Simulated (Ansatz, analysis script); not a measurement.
# Energy of spin spirals in MnS (Browneite)

Aim: the energy of MnS (Browneite) as its moments wind into spirals of wavevector q.

Method: PBEsol with U = 4 eV on Mn d (ortho-atomic projectors), PAW set soft_1 (files made for PBE), in Ansatz 0.2.0.

**1. Starting point**

Symmetry: F-43m, No. 216, cubic system. The conventional cell has a = 5.600 Å, b = 5.600 Å, c = 5.600 Å, α = 90.00°, β = 90.00°, γ = 90.00°. Nearest to Mn lie 4 S at 2.42 Å. S has 4 Mn at 2.42 Å nearest. Farther neighbours and most contacts between anions are not listed.

Structure file:

```cif
data_structure
_symmetry_space_group_name_H-M 'F-43m'
_symmetry_Int_Tables_number 216
_cell_length_a 5.6000
_cell_length_b 5.6000
_cell_length_c 5.6000
_cell_angle_alpha 90.000
_cell_angle_beta 90.000
_cell_angle_gamma 90.000
_cell_volume 175.62
loop_
_atom_site_label
_atom_site_type_symbol
_atom_site_symmetry_multiplicity
_atom_site_Wyckoff_symbol
_atom_site_fract_x
_atom_site_fract_y
_atom_site_fract_z
_atom_site_occupancy
Mn1 Mn 4 a 0.00000 0.00000 0.00000 1
S1 S 4 d 0.25000 0.25000 0.75000 1
```

**2. The collinear state**

The work starts on two spin channels, which tell the size of the moments.

File input.yaml:

```yaml
crystal:
  lattice:
    - [0.0, 2.8, 2.8]
    - [2.8, 0.0, 2.8]
    - [2.8, 2.8, 0.0]
  atoms:
    - { symbol: Mn, position: [0.0, 0.0, 0.0], spin: 4.5 }
    - { symbol: S, position: [0.25, 0.25, 0.25] }
magnetization:
  spin_polarized: true
kpoints:
  mp_grid: { grid: [8, 8, 8] }
hamiltonian:
  xc: pbesol
  hubbard:
    projectors: ortho-atomic
    sites: [{ species: Mn, l: d, u_eff: 4.0 }]
  pseudopotentials: { kind: paw, azcp: { folder: soft_1 }, xc_functional: pbe }
scf:
  occupations: { method: fermi_dirac, width: 0.05 }
  max_iter: 120
  convergence: { dr2_threshold: 1.0e-08 }
output:
  write_density: true
  write_potential: true
  elf: true
  volumetric_format: npy
```

Launch:

```sh
$ ansatz run input.yaml --threads 1 --pin off --max-ram 2560MiB --backend cpu --events-out ev --progress --plain --runs-dir out
```

Numbers of over 12 decimals in the logs are rounded to 6 here.

Log:

```text
Engine: ansatz 0.2.0, x86_64-unknown-linux-gnu
Pseudopotentials: kind: paw
Pseudopotential: Mn, paw, valence charge 15, recommended cutoff 420 eV (normal), soft_1/Mn.paw.azcp
Pseudopotential: S, paw, valence charge 6, recommended cutoff 420 eV (normal), soft_1/S.paw.azcp
Functional definition: PBEsol
  exchange = pbesol_x
  correlation = pbesol_c
Crystal: 2 atoms, lattice volume = 43.904 Å³
Basis set: ecut = 420 eV, 869 PW (Γ)
Bands: 17, of which v1, the nominal top of the filled ones, is band 11 counted from 1 (10 counted from 0)
Symmetry: 24 space group operations
Space group: F-43m (ITA 216), of the structure as read, at distance tolerance 3.5e-5 Å
Magnetic group: BNS 216.74 (UNI 1576), of the structure as read, at distance tolerance 3.5e-5 Å
k-points: 29 of 512 (time reversal used)
Non-local potential: Mn, projectors of the file, l = 0: 3, l = 1: 2, l = 2: 3, l = 3: 1
Non-local potential: S, projectors of the file, l = 0: 2, l = 1: 2, l = 2: 1
PAW form: soft (Blöchl's): semilocal exchange-correlation on the pseudo side does not see the compensation charge
PAW frozen core: Mn, regenerated for the run's functional, and the local potential with it (the file was generated under x = pbe(κ = 0.804, μ = 0.219515), c = pbe(β = 0.066725))
PAW frozen core: S, regenerated for the run's functional, and the local potential with it (the file was generated under x = pbe(κ = 0.804, μ = 0.219515), c = pbe(β = 0.066725))
PAW one-centre angular grid: Mn, 590 points (default); XC on 64 Gauss nodes
PAW one-centre angular grid: S, 110 points (default); XC on 64 Gauss nodes
Initial density: superposition of atomic densities (chi_scale 0.1, normalization cell, long waves kept (reshape's long-wave potential 0.00 eV rms))
Starting moments: Σ|m| = 4.5 μB on 1 of 2 sites
Initial wavefunctions: pseudopotential atomic-orbital guess
Functional: x = pbesol(κ = 0.804, μ = 0.123457), c = pbesol(β = 0.046)
SCF iter   1: F=—  HF=-4753.671763 eV  |F-HF|=—  |Δ(HF+E_count)|=         —  Δρ=5.13e-2 (↑5.13e-2 ↓2.84e-2)  dr2=2.02e0  dr2_m=1.70e-1  M=5.000 μB ∫|m|=5.000 μB  β_m=1.00  ethr=3.10e-3  ⟨swp⟩=6.0  Hψ=5572  notcnv=0
preconditioner: auto → none  [insulator: Δε(μ)=0.780 eV  Ē_g=10.428 eV  σ=0.050 eV  W_gap=1.00  n_scr=14 (ndim 8)  ℏωp=20.2 eV  f_vac=0.000  D(μ)=0.00/eV (n_scr^D=0)  ε∞_Penn≈4.8]
SCF iter   2: F=—  HF=-4753.438534 eV  |F-HF|=—  |Δ(HF+E_count)|=   2.33e-1  Δρ=1.04e-2 (↑9.58e-3 ↓1.04e-2)  dr2=1.61e-1  dr2_m=7.42e-3  M=5.000 μB ∫|m|=5.000 μB  β_m=1.00  ethr=3.10e-3  ⟨swp⟩=2.7  Hψ=2315  notcnv=0  defer=61
SCF iter   3: F=—  HF=-4753.514121 eV  |F-HF|=—  |Δ(HF+E_count)|=   7.56e-2  Δρ=5.79e-3 (↑5.79e-3 ↓5.35e-3)  dr2=4.41e-2  dr2_m=5.58e-4  M=5.000 μB ∫|m|=5.000 μB  β_m=1.00  ethr=7.65e-4  ⟨swp⟩=2.5  Hψ=1585  notcnv=0  defer=61
SCF iter   4: F=—  HF=-4753.554546 eV  |F-HF|=—  |Δ(HF+E_count)|=   4.04e-2  Δρ=2.35e-3 (↑2.35e-3 ↓1.86e-3)  dr2=4.33e-3  dr2_m=1.31e-4  M=5.000 μB ∫|m|=5.000 μB  β_m=0.30  ethr=2.10e-4  ⟨swp⟩=2.4  Hψ=1548  notcnv=0  defer=61
Mixer restart at iter 4: flushing history
spin-set hold released at iteration 4 (site moments contracting): the magnetisation degrees of freedom join the quasi-Newton model from the next iteration; the mixer history was flushed
SCF iter   5: F=—  HF=-4753.576225 eV  |F-HF|=—  |Δ(HF+E_count)|=   2.17e-2  Δρ=1.57e-3 (↑1.57e-3 ↓1.21e-3)  dr2=1.66e-3  dr2_m=1.05e-4  M=5.000 μB ∫|m|=5.000 μB  β_m=0.64  ethr=2.06e-5  ⟨swp⟩=2.0  Hψ=1311  notcnv=0  defer=61
SCF iter   6: F=—  HF=-4753.598218 eV  |F-HF|=—  |Δ(HF+E_count)|=   2.20e-2  Δρ=6.54e-4 (↑6.54e-4 ↓5.20e-4)  dr2=7.54e-4  dr2_m=6.48e-6  M=5.000 μB ∫|m|=5.000 μB  β_m=0.53  ethr=7.89e-6  ⟨swp⟩=2.0  Hψ=1739  notcnv=0  defer=61
SCF iter   7: F=—  HF=-4753.597994 eV  |F-HF|=—  |Δ(HF+E_count)|=   2.24e-4  Δρ=2.88e-4 (↑2.88e-4 ↓1.35e-4)  dr2=3.52e-5  dr2_m=1.10e-5  M=5.000 μB ∫|m|=5.000 μB  β_m=0.48  ethr=3.59e-6  ⟨swp⟩=2.4  Hψ=1413  notcnv=0  defer=61
SCF iter   8: F=—  HF=-4753.597989 eV  |F-HF|=—  |Δ(HF+E_count)|=   5.05e-6  Δρ=9.47e-5 (↑9.47e-5 ↓7.63e-5)  dr2=1.06e-6  dr2_m=2.67e-6  M=5.000 μB ∫|m|=5.000 μB  β_m=0.67  ethr=1.68e-7  ⟨swp⟩=2.0  Hψ=1380  notcnv=0  defer=61
SCF iter   9: F=—  HF=-4753.597991 eV  |F-HF|=—  |Δ(HF+E_count)|=   2.40e-6  Δρ=3.19e-5 (↑3.19e-5 ↓1.39e-5)  dr2=1.82e-7  dr2_m=1.82e-7  M=5.000 μB ∫|m|=5.000 μB  β_m=0.70  ethr=5.04e-9  ⟨swp⟩=2.0  Hψ=1586  notcnv=0  defer=61
SCF iter  10: F=-4753.597992 eV  HF=-4753.597992 eV  |F-HF|=8.41e-9  |Δ(HF+E_count)|=   1.03e-7  Δρ=4.33e-6 (↑4.33e-6 ↓3.94e-6)  dr2=5.41e-10  dr2_m=6.59e-9  M=5.000 μB ∫|m|=5.000 μB  ethr=4.76e-11  ⟨swp⟩=4.8  Hψ=3664  notcnv=0
SCF 1 converged in 10 iterations: F = -4753.597992 eV  dr2 = 5.41e-10
  greatest PAW one-centre occupation: 1.000 electrons in one spin orbital (limit 2), on the Mn atom at site 0 (counted from 0), in its partial waves of l = 1
SCF converged after 10 iterations
Magnetization: 5.0000 μB (13.0000 up, 8.0000 down)
Absolute magnetization: 5.0000 μB (∫|ρ↑−ρ↓|, with the PAW one-centre terms)
Spin contamination: 0.0138 ħ² per cell (⟨S²⟩ above its minimum at these occupations)
Per-site moments (μB) at R_I (Å): [(4.342602, 1.000259), (0.047235, 1.000259)]
Free energy (F): -4753.597992 eV
Harris-Foulkes:  -4753.597992 eV  (|F-HF|=8.41e-9)
Internal energy: -4753.597992 eV  (E = F + TS)
E sigma→0 (E₀):  -4753.597992 eV
Entropy (-TS):   -0.000000 eV (-0.000 meV/atom)
Fermi energy:    7.659264 eV
--- Per-component energies (eV) ---
  E_band       = -370.661529
  E_kinetic    = 417.538067
  E_local      = -3024.279272  (includes V_loc(G=0)·N_el)
  E_nonlocal   = 501.057090
  E_hartree    = 1162.372272
  E_xc         = -193.643538
  E_vxc        = -218.030434  (∫ρ·V_xc dr)
  E_hubbard    = 0.573033  (on-site DFT+U / exact-exchange correction)
  E_vhub       = -9.346398  (the Hubbard potential's part of the band-sum identity)
  E_paw        = -1893.350178  (= ΣΔE_a)
  E_vpaw       = -362.345768  (= ΣTr[D̂ρ^β])
  E_aug_tail   = 0.000098  (compensation charges beyond the density's cutoff)
  E_ewald      = -1724.097164
  E_core_change = 0.231600  (= ΣΔE_core)
  E_smearing   = -0.000000  (= −TS)
  E_closure    = -0.000000  (closes the sum)
  Σ components = -4753.597992   (vs F -4753.597992, Δ=0.00e0)
--- Band table (eV; the first three rows and the last of 58) ---
  k-point 0 ↑: bands = [... 7 lower, 0.8500, 1.8523, 1.8523, 7.0704, 7.0704, 7.0704, 8.1927, 13.0461, ... 2 higher]
  k-point 1 ↑: bands = [... 7 lower, 0.8916, 1.8460, 1.8460, 6.0815, 6.9104, 6.9104, 9.0007, 12.9005, ... 2 higher]
  k-point 2 ↑: bands = [... 7 lower, 0.9800, 1.8554, 1.8554, 4.5976, 6.5448, 6.5448, 9.8361, 13.0030, ... 2 higher]
  k-point 28 ↓: bands = [... 7 lower, 3.9786, 8.6328, 9.4439, 10.1599, 10.2572, 10.7858, 13.4296, 14.5429, ... 2 higher]
Occupation matrices written to <dir>
```

Elapsed: 5.3 s, on 1 thread of Intel Xeon at 2.70GHz, shared host; peak memory 0.34 GiB.

In the SCF lines HF is the Harris–Foulkes energy and dr2 the Hartree energy of the density residual, in eV; the loop may stop once dr2 is under the threshold and the program's other checks hold. Hψ counts applications of the Hamiltonian.

Spin moment in the atom's sphere by atom:

| atom | spin moment in the atom's sphere (μB) |
| --- | --- |
| Mn1 | 4.34 |
| S2 | 0.05 |

Tables count atoms from 1; parts of the log count from 0.

The run ends ferromagnetic, with a net moment of 5 μB a cell. With one Mn atom carrying the moment, parallel order of its images is forced by the cell, not found.

Spin density in the ac plane of a cell with a along [110], b along [-110] and c along [001] of the cube at fractional y = 0.000, with atoms of Mn and S within 0.2 Å of it.

Values in e/Å³, 8 rows by 16 columns, each cell a mean:
```
3.0 0.5 0.1 0.0 0.0 0.0 0.2 2.1 3.0 0.5 0.1 0.0 0.0 0.0 0.2 2.1
0.1 0.0 0.0 0.0 0.0 0.0 0.0 0.1 0.1 0.0 0.0 0.0 0.0 0.0 0.0 0.1
0.0 0.0 0.0 0.0 0.0 0.0 0.0 0.0 0.0 0.0 0.0 0.0 0.0 0.0 0.0 0.0
0.0 0.0 0.0 0.0 0.0 0.0 0.0 0.0 0.0 0.0 0.0 0.0 0.0 0.0 0.0 0.0
0.0 0.0 0.0 0.0 0.0 0.0 0.0 0.0 0.0 0.0 0.0 0.0 0.0 0.0 0.0 0.0
0.0 0.0 0.0 0.0 0.0 0.0 0.0 0.0 0.0 0.0 0.0 0.0 0.0 0.0 0.0 0.0
0.3 0.1 0.0 0.0 0.0 0.0 0.1 0.2 0.3 0.1 0.0 0.0 0.0 0.0 0.1 0.2
4.6 0.8 0.1 0.0 0.0 0.0 0.4 3.1 4.6 0.8 0.1 0.0 0.0 0.0 0.4 3.1
```
Columns run along a (7.9 Å), rows up along c (5.6 Å), edges of the conventional cell, whose origin can differ from the input's. Atoms in or near the plane, at fractional coordinates: Mn at (0.50, 0.00), Mn at (0.00, 0.00), S at (0.75, 0.75), S at (0.25, 0.75).

Valence density in the ac plane of a cell with a along [110], b along [-110] and c along [001] of the cube at fractional y = 0.000, with atoms of Mn and S within 0.2 Å of it. It is the smooth field of the valence electrons, not physical close to the nuclei.

Ten steps, logarithmic in the rise over the least value, from '0' (0 e/Å³) to '9' (24 e/Å³), each cell a mean:
```
9731121125897311211258
5422333223554223332235
1123333321111233333211
0113312321001133123210
0012333320000123333200
0001233210000012332100
0001121100000011211000
0000000000000000000000
0000000000000000000000
0000000000000000000000
0000000000000000000000
0000000000000000000000
3210000001232100000012
7520000014775200000147
9731000025997310000259
```
Columns run along a (7.9 Å), rows up along c (5.6 Å), edges of the conventional cell, whose origin can differ from the input's. Atoms in or near the plane, at fractional coordinates: Mn at (0.50, 0.00), Mn at (0.00, 0.00), S at (0.75, 0.75), S at (0.25, 0.75).

ELF in the ac plane of a cell with a along [110], b along [-110] and c along [001] of the cube at fractional y = 0.000, with atoms of Mn and S within 0.2 Å of it. It is the smooth field of the valence electrons, not physical close to the nuclei.

Values, 8 rows by 16 columns, each cell a mean:
```
0.54 0.29 0.47 0.77 0.78 0.62 0.26 0.48 0.54 0.29 0.47 0.77 0.78 0.62 0.26 0.48
0.16 0.42 0.83 0.49 0.32 0.81 0.60 0.20 0.16 0.42 0.83 0.49 0.32 0.81 0.60 0.20
0.10 0.48 0.78 0.57 0.47 0.77 0.63 0.18 0.10 0.48 0.78 0.57 0.47 0.77 0.63 0.18
0.02 0.16 0.48 0.69 0.72 0.57 0.26 0.04 0.02 0.16 0.48 0.69 0.72 0.57 0.26 0.04
0.02 0.03 0.07 0.16 0.18 0.10 0.03 0.02 0.02 0.03 0.07 0.16 0.18 0.10 0.03 0.02
0.09 0.07 0.04 0.03 0.02 0.03 0.06 0.08 0.09 0.07 0.04 0.03 0.02 0.03 0.06 0.08
0.21 0.16 0.11 0.05 0.04 0.09 0.14 0.20 0.21 0.16 0.11 0.05 0.04 0.09 0.14 0.20
0.64 0.37 0.17 0.27 0.30 0.19 0.26 0.58 0.64 0.37 0.17 0.27 0.30 0.19 0.26 0.58
```
Columns run along a (7.9 Å), rows up along c (5.6 Å), edges of the conventional cell, whose origin can differ from the input's. Atoms in or near the plane, at fractional coordinates: Mn at (0.50, 0.00), Mn at (0.00, 0.00), S at (0.75, 0.75), S at (0.25, 0.75).

Each spiral starts from these moments, tilted 90° from the rotation axis z (a flat spiral), and is free to relax. Spin–orbit coupling is switched off, so the energy does not depend on how the axis lies in the crystal. The folder named start holds the saved collinear state, from which each run begins.

**3. q = (0, 0, 0)**

The reference is the same input at q = 0, so that basis and exchange-correlation form match those at other q. Every q is chosen so that q/2 is a mesh vector: every spiral then samples the k-points of q = 0, and much mesh noise cancels.

input.yaml, the sections that differ from step 2:

```yaml
crystal:
  lattice:
    - [0.0, 2.8, 2.8]
    - [2.8, 0.0, 2.8]
    - [2.8, 2.8, 0.0]
  atoms:
    - { symbol: Mn, position: [0.0, 0.0, 0.0], spin: 4.34, spin_axis: [1.0, 0.0, 0.0] }
    - { symbol: S, position: [0.25, 0.25, 0.25] }
basis:
  ecutwfc: 420.0
magnetization:
  noncollinear: true
  spin_spiral: { q: [0.0, 0.0, 0.0] }
checkpoint:
  read: start
# kpoints, hamiltonian, scf: as in step 2
# output: removed
```

Log:

```text
Warning: magnetization.spin_spiral: disabling space-group detection — beside a Hubbard shell, its report or a lock it is not worked out which of the operations that keep the spiral keep those too, and one that does not would average them into another order's, and files of the run's orbitals state none, so no spatial operation reduces the k-mesh or symmetrises the density; of a planar spiral with no Hubbard correction or report and no files of its own orbitals, on a mesh that holds points beside their negatives, k and −k, whose spinors are each other's conjugates with the components exchanged, are solved as one point, and the moment along z is held at nought; [rest of the remark cut]
Warning: checkpoint.read: spin treatment differs: saved collinear, current noncollinear; the saved charge density seeds this run and the saved magnetisation is carried along the axis that this deck's starting moments share; the saved density holds an absolute magnetisation of 5.0e0 μB; saved orbitals are not carried; the saved PAW projector densities are carried along that axis; the saved DFT+U occupations are carried along that axis
Warning: checkpoint.read: magnetization.spin_spiral differs: saved none, current q = [0, 0, 0]; the saved state is no spin spiral's: the SCF starts from none of its orbitals and from its density, each atom's moment turned about z as a whole to its place on this deck's spiral. A spiral's own state at q: [0, 0, 0] serves better
[...]
Crystal: 2 atoms, lattice volume = 43.904 Å³
Basis set: ecut = 420 eV, 869 PW (Γ)
Bands: 30, of which v1, the nominal top of the filled ones, is band 21 counted from 1 (20 counted from 0)
Symmetry: 1 space group operations
k-points: 512
Spin spiral: q = (0, 0, 0) of the reciprocal vectors; moments are told in the frame that turns with it, a site's in that at the site
[...]
Starting moments: Σ|m| = 4.34 μB on 1 of 2 sites; this step starts from the density that it was given
[...]
iter 1 solved again at ethr=3.38e-7 eV; its pass at ethr=3.10e-3 eV (dr2=7.10e-5 eV) is discarded
SCF iter   1: F=—  HF=-4753.597994 eV  |F-HF|=—  |Δ(HF+E_count)|=         —  Δρ=8.15e-6  dr2=2.22e-10  dr2_m=6.69e-9  ethr=3.38e-7  |M|=5.00e0 ∫|m|=5.00e0 μB  |m|>n=0.0e0 m-floor=0.0e0 τ_xc=2.8e-14 mc-row=0.0e0  β_m=0.30  ⟨swp⟩=3.7  Hψ=113151  notcnv=0
eigensolver tolerance schedule: the retry pair's looser diagonalisation over-reported the residual by 319872.26 of it (diagonalisation noise at an unbounded share of the residual, at the tolerance the schedule requests for it); recorded, not acted on — ethr = c·dr2/N_el stays at c = 1.0e-1
[...]
SCF iter   2: F=—  HF=-4753.597994 eV  |F-HF|=—  |Δ(HF+E_count)|=   2.37e-8  Δρ=6.25e-6  dr2=3.16e-10  dr2_m=3.93e-9  ethr=1.06e-12  |M|=5.00e0 ∫|m|=5.00e0 μB  |m|>n=0.0e0 m-floor=0.0e0 τ_xc=2.3e-9 mc-row=0.0e0  β_m=0.65  ⟨swp⟩=5.0  Hψ=50311  notcnv=0
SCF iter   3: F=-4753.597994 eV  HF=-4753.597994 eV  |F-HF|=1.83e-10  |Δ(HF+E_count)|=   6.87e-9  Δρ=1.63e-6  dr2=6.31e-10  dr2_m=2.69e-10  ethr=1.06e-12  |M|=5.00e0 ∫|m|=5.00e0 μB  |m|>n=0.0e0 m-floor=0.0e0 τ_xc=1.4e-9 mc-row=0.0e0  ⟨swp⟩=1.5  Hψ=47425  notcnv=0
SCF 1 converged in 3 iterations: F = -4753.597994 eV  dr2 = 6.31e-10
[...]
SCF converged after 3 iterations
Magnetization: |M| = 5.0000 μB,  M = (+5.0000, +0.0000, -0.0000) μB
Absolute magnetization: 5.0000 μB (∫|m|, with the PAW one-centre terms)
  site 0: m = (+4.3426, +0.0000, -0.0000) μB, |m| = 4.3426 μB  (R = 1.00 Å)
  site 1: m = (+0.0472, +0.0000, +0.0000) μB, |m| = 0.0472 μB  (R = 1.00 Å)
Free energy (F): -4753.597994 eV
[...]
Internal energy: -4753.597994 eV  (E = F + TS)
E sigma→0 (E₀):  -4753.597994 eV
Entropy (-TS):   -0.000000 eV (-0.000 meV/atom)
Fermi energy:    7.659269 eV
[...]
```

Run time: 1.9 min. Hardware: 1 thread; peak memory 1.7 GiB.

The largest moment is 4.34 μB, against 4.34 μB in the collinear run.

**4. q = (-0.5, -0.5, 0)**

Only q changes. The cell stays that of the crystal, since the generalised Bloch theorem carries the rotation from cell to cell.

Changes to input.yaml since step 3:

```diff
@@ -24,3 +24,3 @@
   noncollinear: true
-  spin_spiral: { q: [0.0, 0.0, 0.0] }
+  spin_spiral: { q: [-0.5, -0.5, 0.0] }
 checkpoint:
```

Log:

```text
[...]
Crystal: 2 atoms, lattice volume = 43.904 Å³
Basis set: ecut = 420 eV, 869 PW (Γ)
Bands: 30, of which v1, the nominal top of the filled ones, is band 21 counted from 1 (20 counted from 0)
Symmetry: 1 space group operations
k-points: 512
[...]
SCF iter   7: F=-4753.698457 eV  HF=-4753.698457 eV  |F-HF|=7.50e-9  |Δ(HF+E_count)|=   3.78e-8  Δρ=5.07e-6  dr2=2.31e-10  dr2_m=2.78e-9  ethr=2.36e-11  |M|=4.22e0 ∫|m|=4.82e0 μB  |m|>n=0.0e0 m-floor=0.0e0 τ_xc=1.3e-2 mc-row=0.0e0  ⟨swp⟩=3.0  Hψ=34002  notcnv=0
SCF 1 converged in 7 iterations: F = -4753.698457 eV  dr2 = 2.31e-10
[...]
SCF converged after 7 iterations
Magnetization: |M| = 4.2231 μB,  M = (+4.2231, +0.0000, +0.0000) μB
Absolute magnetization: 4.8162 μB (∫|m|, with the PAW one-centre terms)
  site 0: m = (+4.2696, -0.0000, +0.0000) μB, |m| = 4.2696 μB  (R = 1.00 Å)
  site 1: m = (-0.0000, -0.0000, +0.0000) μB, |m| = 0.0000 μB  (R = 1.00 Å)
Free energy (F): -4753.698457 eV
[...]
Internal energy: -4753.698457 eV  (E = F + TS)
E sigma→0 (E₀):  -4753.698457 eV
Fermi energy:    7.334572 eV
[...]
```

Wall time 2.9 min (1 thread); peak memory 1.8 GiB.

The energy of the cell lies 100 meV below that at q = 0, and the largest moment is 4.27 μB against 4.34 μB.

**5. q = (-0.5, -0.5, 0.25)**

Changes to input.yaml since step 4:

```diff
@@ -24,3 +24,3 @@
   noncollinear: true
-  spin_spiral: { q: [-0.5, -0.5, 0.0] }
+  spin_spiral: { q: [-0.5, -0.5, 0.25] }
 checkpoint:
```

Log:

```text
[...]
Crystal: 2 atoms, lattice volume = 43.904 Å³
Basis set: ecut = 420 eV, 869 PW (Γ)
Bands: 30, of which v1, the nominal top of the filled ones, is band 21 counted from 1 (20 counted from 0)
Symmetry: 1 space group operations
k-points: 512
[...]
SCF iter   9: F=-4753.687553 eV  HF=-4753.687553 eV  |F-HF|=8.23e-10  |Δ(HF+E_count)|=   5.83e-9  Δρ=1.60e-6  dr2=4.06e-10  dr2_m=4.44e-10  ethr=4.76e-11  |M|=3.94e0 ∫|m|=4.84e0 μB  |m|>n=0.0e0 m-floor=0.0e0 τ_xc=2.2e-2 mc-row=0.0e0  ⟨swp⟩=3.0  Hψ=34004  notcnv=0
SCF 1 converged in 9 iterations: F = -4753.687553 eV  dr2 = 4.06e-10
[...]
SCF converged after 9 iterations
Magnetization: |M| = 3.9362 μB,  M = (+3.9361, -0.0110, -0.0000) μB
Absolute magnetization: 4.8393 μB (∫|m|, with the PAW one-centre terms)
  site 0: m = (+4.2770, +0.0005, -0.0000) μB, |m| = 4.2770 μB  (R = 1.00 Å)
  site 1: m = (-0.0108, -0.0059, +0.0000) μB, |m| = 0.0123 μB  (R = 1.00 Å)
Free energy (F): -4753.687553 eV
[...]
Internal energy: -4753.687553 eV  (E = F + TS)
E sigma→0 (E₀):  -4753.687553 eV
Fermi energy:    7.478972 eV
[...]
```

Elapsed: 3.4 min, on 1 thread; peak memory 1.8 GiB.

The energy of the cell lies 89.6 meV below that at q = 0, and the largest moment is 4.28 μB against 4.34 μB.

(Continued in part 2 of 2.)

[Logs and program files are shortened in this print: banners, set-up blocks, solver, clock and traceback lines can be left out without a mark of their own.]

[Logs are printed without paths, hosts, clocks, repeated set-up lines and the standing remarks that a program may print on its own settings, such as how far it seeks lower states.]

[Hosts, paths, dates, database ids (printed as entryN), source tags and the programs' standing remarks are cut or masked in the printed files.]
